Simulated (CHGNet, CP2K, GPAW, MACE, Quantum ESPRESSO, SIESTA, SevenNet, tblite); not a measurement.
# Random rock-salt (Ti, Nb, Ta, Hf)C solid solution (64 atoms): atom by atom

The starting structure: Rock-salt lattice (a = 4.495 Å, the mean of the end members), 2 x 2 x 2 cells, metal sites filled at random with 3 Ti, 11 Nb, 9 Ta, 9 Hf; every coordinate displaced by a Gaussian of 0.05 Å. Then every atom was moved at random, 0.02 Å r.m.s. a Cartesian component.

Calculated values (CP2K 2026.2, Kohn-Sham DFT, PBE, GTH-PBE pseudopotentials, Gaussian and plane waves, DZVP-MOLOPT-SR-GTH, diagonalisation; 800/50 Ry; levels smeared at 580 K; Γ point) for the built cell with every atom moved at random.

Cell vectors (Å):

```
8.990 0.000 0.000
0.000 8.990 0.000
0.000 0.000 8.990
```

Positions (Å):

```
1 Nb 0.059 8.975 0.040
2 C 2.243 0.007 8.926
3 Ti 8.930 2.277 2.218
4 C 2.191 2.263 2.246
5 Hf 2.226 0.029 2.194
6 C 0.003 0.044 2.285
7 Ta 2.248 2.273 0.025
8 C 8.891 2.248 0.089
9 Ti 0.015 0.033 4.353
10 C 2.284 8.949 4.481
11 Ta 0.045 2.296 6.770
12 C 2.278 2.220 6.733
13 Ta 2.208 0.003 6.653
14 C 0.029 0.048 6.661
15 Nb 2.268 2.393 4.485
16 C 8.952 2.215 4.524
17 Ti 0.051 4.515 0.024
18 C 2.230 4.497 0.029
19 Nb 0.010 6.759 2.231
20 C 2.238 6.726 2.185
21 Nb 2.235 4.498 2.268
22 C 0.015 4.495 2.269
23 Nb 2.217 6.703 8.931
24 C 8.970 6.810 8.975
25 Nb 0.040 4.507 4.563
26 C 2.254 4.498 4.546
27 Ta 8.962 6.742 6.740
28 C 2.333 6.825 6.766
29 Hf 2.252 4.381 6.611
30 C 0.002 4.557 6.721
31 Hf 2.285 6.799 4.384
32 C 0.057 6.719 4.458
33 Nb 4.493 0.001 8.972
34 C 6.736 8.898 8.972
35 Hf 4.472 2.191 2.230
36 C 6.620 2.271 2.242
37 Hf 6.639 8.987 2.272
38 C 4.560 0.012 2.256
39 Nb 6.661 2.186 8.954
40 C 4.602 2.173 8.923
41 Ta 4.513 0.115 4.465
42 C 6.760 8.977 4.569
43 Ta 4.484 2.164 6.701
44 C 6.778 2.364 6.761
45 Nb 6.689 8.930 6.767
46 C 4.603 8.977 6.807
47 Ta 6.674 2.309 4.532
48 C 4.444 2.191 4.405
49 Hf 4.549 4.479 8.985
50 C 6.821 4.424 0.040
51 Ta 4.564 6.650 2.242
52 C 6.792 6.791 2.270
53 Hf 6.800 4.447 2.184
54 C 4.415 4.564 2.299
55 Hf 6.689 6.790 0.037
56 C 4.573 6.766 0.056
57 Ta 4.520 4.574 4.616
58 C 6.727 4.472 4.564
59 Nb 4.444 6.736 6.637
60 C 6.733 6.788 6.781
61 Nb 6.720 4.502 6.793
62 C 4.531 4.475 6.761
63 Hf 6.675 6.727 4.554
64 C 4.464 6.700 4.407
```

Q: Give the force and the charge of every atom.

Columns: atom, q, fx, fy, fz (forces in eV/Å, q the Hirshfeld charge in e).

```
1 0.47 -1.038 0.787 -0.614
2 -0.36 0.283 -0.021 0.014
3 0.20 0.277 -0.081 0.304
4 -0.34 0.035 0.505 -0.183
5 0.26 0.438 -0.469 0.654
6 -0.35 -0.307 0.071 -0.488
7 0.34 -0.482 0.129 0.219
8 -0.33 1.678 0.348 -0.989
9 0.22 -0.351 0.139 1.217
10 -0.33 -0.277 1.449 0.227
11 0.33 -1.230 -1.055 0.089
12 -0.34 -0.220 -0.636 0.340
13 0.32 -0.077 0.094 0.342
14 -0.32 0.325 -0.124 0.689
15 0.47 -1.256 -3.335 -1.443
16 -0.32 0.094 0.385 -0.129
17 0.19 -0.626 -0.331 -0.252
18 -0.35 0.140 -0.064 -0.372
19 0.48 -0.466 -0.642 0.133
20 -0.36 0.814 0.337 -0.172
21 0.46 -0.836 -0.195 -0.682
22 -0.35 0.415 -0.136 -0.182
23 0.47 0.912 -0.054 1.148
24 -0.35 0.811 -1.118 -0.085
25 0.47 -1.654 -0.243 -1.925
26 -0.38 0.411 0.904 -2.124
27 0.34 0.821 0.531 -0.432
28 -0.34 -1.527 -0.595 -0.896
29 0.25 0.103 2.844 4.222
30 -0.34 0.123 -0.611 1.178
31 0.26 -1.081 -1.106 1.306
32 -0.33 -0.956 0.529 0.820
33 0.47 -0.805 -1.036 0.444
34 -0.38 0.457 2.136 0.636
35 0.26 -0.790 2.124 -0.412
36 -0.34 2.186 -0.588 0.584
37 0.26 3.287 0.516 -0.270
38 -0.34 -2.117 -0.776 0.161
39 0.47 2.019 0.329 0.244
40 -0.35 -2.423 0.921 0.293
41 0.34 -0.445 -2.434 0.241
42 -0.33 -0.146 0.625 -0.732
43 0.32 0.357 1.131 0.379
44 -0.35 -0.197 -1.602 -0.457
45 0.47 1.967 1.256 -0.604
46 -0.35 -2.107 0.401 -1.557
47 0.35 1.437 -0.819 -0.478
48 -0.33 0.817 1.627 1.979
49 0.27 -1.209 0.262 0.029
50 -0.36 -0.210 0.751 -0.860
51 0.34 -1.236 1.149 -0.338
52 -0.34 -0.666 -0.961 0.427
53 0.28 -0.793 0.800 1.492
54 -0.33 1.270 -1.126 -0.049
55 0.24 1.466 -1.869 -0.719
56 -0.36 -2.034 -0.437 -0.704
57 0.31 -0.034 -2.132 -2.594
58 -0.34 0.098 0.341 -0.469
59 0.47 0.628 0.448 2.057
60 -0.36 0.603 -0.504 -0.278
61 0.47 0.909 0.117 -0.047
62 -0.35 -0.361 0.004 -0.078
63 0.25 1.947 0.377 -1.285
64 -0.34 0.811 0.724 1.021
```

Only the Γ point is sampled, in a cell whose shortest periodic width is 9 Å.

The r.m.s. force component is 1.07 eV/Å; the longest force, 5.09 eV/Å, acts on Hf29.

[Logs are printed without paths, hosts, clocks, repeated set-up lines and the standing remarks that a program may print on its own settings, such as how far it seeks lower states.]

[Hosts, paths, dates, database ids (printed as entryN), source tags and the programs' standing remarks are cut or masked in the printed files.]
